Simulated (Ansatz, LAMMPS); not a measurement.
# Relaxing glassy 89SiO2-11BaO (mol %) (165 atoms), part 2 of 2

Wanted: the relaxed structure of glassy 89SiO2-11BaO (mol %) (165 atoms) and its electronic structure.

Ansatz 0.2.0; Kohn-Sham DFT, RPBE, PAW (set soft_2), plane waves.

The cell: 51 Si, 6 Ba and 108 O. The quench rate of 25 K/ps far exceeds what a furnace or splat quench reaches. The starting topology of bonds comes from the classical model. The Brillouin zone is sampled at Γ only, in a cell whose shortest periodic width is 14 Å. No spin–orbit coupling is included.

So far, density (g/cm³): step 5 (structure statistics after relaxation) 2.66.

### 6. Single point at the relaxed geometry

One more single point at the end of the walk gives the fuller output and checks the residual forces.

Contents of input.yaml:

```yaml
crystal:
  lattice:
    - [13.55241, 0.0, 0.0]
    - [0.0, 13.55241, 0.0]
    - [0.0, 0.0, 13.55241]
  atoms:
    - { symbol: Si, position: [0.5881, 0.04018, 0.49144] }
    - { symbol: Si, position: [0.26676, 0.52517, 0.10567] }
    - { symbol: Si, position: [0.7125, 0.63113, 0.94088] }
    - { symbol: Si, position: [0.47993, 0.88416, 0.71152] }
    - { symbol: Si, position: [0.68237, 0.48896, 0.10627] }
    - { symbol: Si, position: [0.14509, 0.95875, 0.81706] }
    - { symbol: Si, position: [0.02359, 0.33839, 0.21878] }
    - { symbol: Si, position: [0.56811, 0.27972, 0.10802] }
    - { symbol: Si, position: [0.97465, 0.86902, 0.12875] }
    - { symbol: Si, position: [0.68968, 0.95059, 0.66685] }
    - { symbol: Si, position: [0.67384, 0.06326, 0.07004] }
    - { symbol: Si, position: [0.24476, 0.83511, 0.40745] }
    - { symbol: Si, position: [0.39966, 0.54125, 0.28932] }
    - { symbol: Si, position: [0.7982, 0.98425, 0.23504] }
    - { symbol: Si, position: [0.94625, 0.69861, 0.27403] }
    - { symbol: Si, position: [0.46027, 0.86793, 0.48193] }
    - { symbol: Si, position: [0.14312, 0.97593, 0.25014] }
    - { symbol: Si, position: [0.17894, 0.52167, 0.81486] }
    - { symbol: Si, position: [0.59547, 0.64463, 0.25651] }
    - { symbol: Si, position: [0.01369, 0.79586, 0.91283] }
    - { symbol: Si, position: [0.19676, 0.30686, 0.05988] }
    - { symbol: Si, position: [0.53524, 0.6752, 0.80141] }
    - { symbol: Si, position: [0.15709, 0.30092, 0.83532] }
    - { symbol: Si, position: [0.92506, 0.43868, 0.58922] }
    - { symbol: Si, position: [0.38153, 0.56426, 0.92113] }
    - { symbol: Si, position: [0.63139, 0.70563, 0.46834] }
    - { symbol: Si, position: [0.57362, 0.55395, 0.61659] }
    - { symbol: Si, position: [0.81349, 0.83982, 0.41081] }
    - { symbol: Si, position: [0.90771, 0.52526, 0.13535] }
    - { symbol: Si, position: [0.49129, 0.18172, 0.65012] }
    - { symbol: Si, position: [0.36409, 0.53243, 0.5124] }
    - { symbol: Si, position: [0.82081, 0.15787, 0.92343] }
    [... 127 atom lines left out ...]
    - { symbol: O, position: [0.18342, 0.94745, 0.69954] }
    - { symbol: O, position: [0.67031, 0.97082, 0.54661] }
    - { symbol: O, position: [0.10943, 0.29565, 0.14573] }
    - { symbol: O, position: [0.97834, 0.43516, 0.1672] }
    - { symbol: O, position: [0.04358, 0.84316, 0.60269] }
    - { symbol: O, position: [0.47421, 0.62236, 0.24326] }
kpoints:
  mp_grid: { grid: [1, 1, 1] }
hamiltonian:
  xc: rpbe
scf:
  occupations: { method: fixed }
output:
  forces: true
  stress: true
  populations: true
  dos:
    method: { smearing: { sigma: 0.1 } }
    de: 0.1
    projected: { site_lists: { Ba: [Ba], O: [O], Si: [Si] } }
  eigenvalues: true
  write_density: true
  write_potential: true
  volumetric_format: npy
  elf: true
```

Command:

```sh
ansatz run input.yaml --threads 4 --pin off --max-ram 8192MiB --backend cpu --events-out ev --progress --plain --runs-dir out
```

It took 1.8 min on 4 threads of Arm Neoverse V1, shared host; peak memory 3.9 GiB.

The program notes that the exchange-correlation potential is rough where the density is thin.

Read from the output:

```yaml
free_energy: -130000.9315 eV
free_energy_per_atom: -787.8844 eV/atom
scf_cycles: 10
pressure: 1.788 GPa
r_m_s_force_component: 0.00509 eV/Å
longest_force: 0.02937 eV/Å
fermi_energy: 3.414 eV
spacing_of_highest_filled_and_lowest_empty_level: 4.052 eV
spilling_of_the_projection: 0.01374
```

Löwdin charges by element and coordination (they lack the spilled electrons, 0.076 e an atom on average):

```csv
element,coordination,atoms,mean charge (e),spread,least,most
Ba,all,6,1.87,0.0133,1.85,1.88
Ba,5,3,1.87,0.0127,1.85,1.88
Ba,6,1,1.88,0,1.88,1.88
Ba,7,2,1.86,0.0026,1.85,1.86
O,all,108,-0.824,0.0644,-1.04,-0.777
O,2,86,-0.805,0.0368,-1.00,-0.777
O,3,21,-0.900,0.0917,-1.04,-0.808
O,4,1,-0.851,0,-0.851,-0.851
Si,all,51,1.77,0.0486,1.59,1.82
```

Density of states as counts of states in windows of 1 eV (from the Fermi level), total and the larger projections:

| from (eV) | to (eV) | total | O p | Si p | Ba p |
| --- | --- | --- | --- | --- | --- |
| -14 | -12 | 0.0 | 0.0 | 0.0 | 0.0 |
| -12 | -11 | 9.4 | 0.3 | 0.1 | 9.0 |
| -11 | -10 | 36.7 | 7.8 | 0.4 | 24.9 |
| -10 | -9 | 27.0 | 18.0 | 1.4 | 0.2 |
| -9 | -8 | 28.5 | 19.7 | 2.6 | 0.1 |
| -8 | -7 | 36.8 | 27.0 | 5.7 | 0.1 |
| -7 | -6 | 75.7 | 58.6 | 14.8 | 0.1 |
| -6 | -5 | 17.5 | 13.7 | 3.0 | 0.0 |
| -5 | -4 | 83.1 | 69.4 | 7.6 | 0.1 |
| -4 | -3 | 130.3 | 117.9 | 5.9 | 0.2 |
| -3 | -2 | 133.2 | 125.2 | 3.2 | 0.3 |
| -2 | -1 | 70.4 | 67.4 | 1.0 | 0.2 |
| -1 | 0 | 34.2 | 31.9 | 0.9 | 0.2 |
| 0 | 1 | 1.0 | 0.9 | 0.0 | 0.0 |
| 1 | 3 | 0.0 | 0.0 | 0.0 | 0.0 |
| 3 | 4 | 0.6 | 0.0 | 0.0 | 0.0 |
| 4 | 5 | 2.9 | 0.1 | 0.2 | 0.0 |

With fixed occupations the program's Fermi level is the highest filled level; weight inside the gap is the broadening of levels at its edges.

Between -26 and -14 eV lie 226 more states.

The levels nearest the highest filled one (over half full), pooled over k-points and spins:

```csv
level less the highest filled one (eV),occupation
-0.394,2
-0.374,2
-0.355,2
-0.175,2
-0.0888,2
0,2
4.05,0
4.98,0
5.15,0
5.19,0
5.33,0
5.36,0
```

Valence density in the bc plane at fractional x = 0.365, with atoms of Si and Ba and O within 0.2 Å of it. It is the smooth field of the valence electrons, not physical close to the nuclei.

Ten steps, logarithmic in the rise over the least value, from '0' (0.0 e/Å³) to '9' (5.8 e/Å³), each cell a mean:
```
33343210000000001123456531000000146775
45788631112211112333323332100000124443
46899753345542112333333333210000123322
34677643467753111122343322100000135654
22234432455542100001122110000001257764
10124665432210000000000000000001246653
00147986420000000000000000000000122221
00136775310000000000000000000000111100
00012332111100000000111100000001233210
00000011222222222222233210000001344310
00000012344334677643344310000001233210
00000012343235899853123210000012222100
00000001234334677644455320000235653200
00000001345543233234799741001369985310
00000001356642101124899842001368985210
00000001244431111124677531000134542100
00000000011111112233343210000001110000
00000000000000012234543210000000000000
12333210000000001134554210000000000000
35666531000000000123432100000000000001
46656652100000000012222100000000000002
46666652100000011112455421000000001122
34565431110000011113689852000000124553
32222111000000000113689852000000247875
```
Columns run along b (13.6 Å), rows up along c (13.6 Å). Atoms in or near the plane, at fractional coordinates: Si at (0.53, 0.51), Si at (0.18, 0.82), Si at (0.30, 0.50), Si at (0.97, 0.90), Ba at (0.09, 0.12), O at (0.84, 0.41), O at (0.09, 0.90), O at (0.57, 0.40), O at (0.58, 0.04).

ELF in the bc plane at fractional x = 0.365, with atoms of Si and Ba and O within 0.2 Å of it. It is the smooth field of the valence electrons, not physical close to the nuclei.

Ten even steps from '0' (0.00) to '9' (0.88), each cell a mean:
```
41355310000000001112578631000002478998
26889851013321014553111122210000135542
38867962378874013442222234431000012211
25788831589996101111343112320001367763
21123221267885100000221000000002689996
10036887312332000000000000000001589986
00389889620000000000000000000000123432
00479998510000000000000000000000011000
00135653000000000000001100000002466520
00000000001111355311122210000013688752
00000012332115888851122210000001345421
00000023442127977981211100000011111000
00000001122215888852466520000367875200
00000001368852244216888973001697588510
00000014799972000027866984001698798510
00000014688851001115888741000368875200
00000000233310123221222200000012221000
00000000000000121124653100000000000000
13567520000000000137874100000000000000
69999982000000000035542000000000000002
99513994000000000011111000000000000003
69735972000000111002567753100000134311
25899620000000011015887996200001468874
41111000000000000004887984100002589998
```
Columns run along b (13.6 Å), rows up along c (13.6 Å). Atoms in or near the plane, at fractional coordinates: Si at (0.53, 0.51), Si at (0.18, 0.82), Si at (0.30, 0.50), Si at (0.97, 0.90), Ba at (0.09, 0.12), O at (0.84, 0.41), O at (0.09, 0.90), O at (0.57, 0.40), O at (0.58, 0.04).

Mean Löwdin charges: Ba +1.87, O -0.82, Si +1.77 e (they miss 1.4 % of the electrons, so they add up to more than the cell's charge).

The surroundings of O133, which has 3 bonded neighbours where the commonest count for O is 2, nearest first, numbered as they follow in the input and with coordinates relative to it.

```csv
atom,x,y,z,distance (Å),bonds,Löwdin charge (e)
O133,0.00,0.00,0.00,0.00,3,-1.01
Si24,-0.09,-0.97,-1.27,1.60,4,1.70
Ba54,-1.20,2.34,0.25,2.64,5,1.85
O64,-1.69,-1.07,-1.74,2.65,2,-0.80
O93,0.38,-2.49,-0.90,2.67,2,-0.82
Ba57,-0.51,-1.16,2.49,2.80,7,1.86
O116,0.71,-0.61,-2.68,2.84,2,-0.80
O137,2.85,1.01,0.50,3.07,2,-0.78
```

The column of bonds counts only the pairs O-Si within 2.08 Å, O-Ba within 3.29 Å; other neighbours, such as metal atoms beside each other in a compound, aren't counted, and periodic images can show an atom twice.

### 7. Results

| Item | Value |
| --- | --- |
| energy change in the relaxation | -86.67 meV/atom |
| r.m.s. displacement | 0.252 Å |
| largest displacement | 0.753 Å |
| free energy per atom | -787.8844 eV/atom |
| pressure | 1.788 GPa |
| r.m.s. force component | 0.00509 eV/Å |
| gap (highest filled to lowest empty level) | 4.052 eV |
| wall time of the 3 DFT runs | 16 min |

**Reading.** Relaxation lowers the energy by 86.7 meV/atom and moves atoms by 0.25 Å r.m.s.; the r.m.s. force component goes from 1.4 to 0.0051 eV/Å, the pressure goes from 7.6 to 1.8 GPa, and the gap from 3.17 to 4.05 eV. By the final cutoffs 5 of 240 bonded pairs parted and 4 joined. From the first step to the last the energy fell by 14.301 eV, and the largest move was 0.75 Å (O153). The O-Ba bonds change most in mean length: from 2.963 Å (spread 0.222) to 2.854 Å (spread 0.254), and their number from 36 to 35. Counting bonds as in the table, 50 % of Ba atoms have 5, 80 % of O atoms have 2 and all Si atoms have 4 bonded neighbours. 89 % of the oxygens bridge two formers (Si) and 11 % are non-bridging. The highest filled and lowest empty levels differ by 4.05 eV (at Γ alone); a semilocal functional tends to put such gaps too low. In a disordered cell it changes from sample to sample, and tail or defect levels can set it.

What to keep in mind: The starting topology of bonds comes from the classical model; in DFT 5 of its 240 bonded pairs passed out of the cutoffs and 4 came within them. The pressure of 1.8 GPa means that a free cell would grow at this level.

[Logs are printed without paths, hosts, clocks, repeated set-up lines and the standing remarks that a program may print on its own settings, such as how far it seeks lower states.]

[Hosts, paths, dates, database ids (printed as entryN), source tags and the programs' standing remarks are cut or masked in the printed files.]
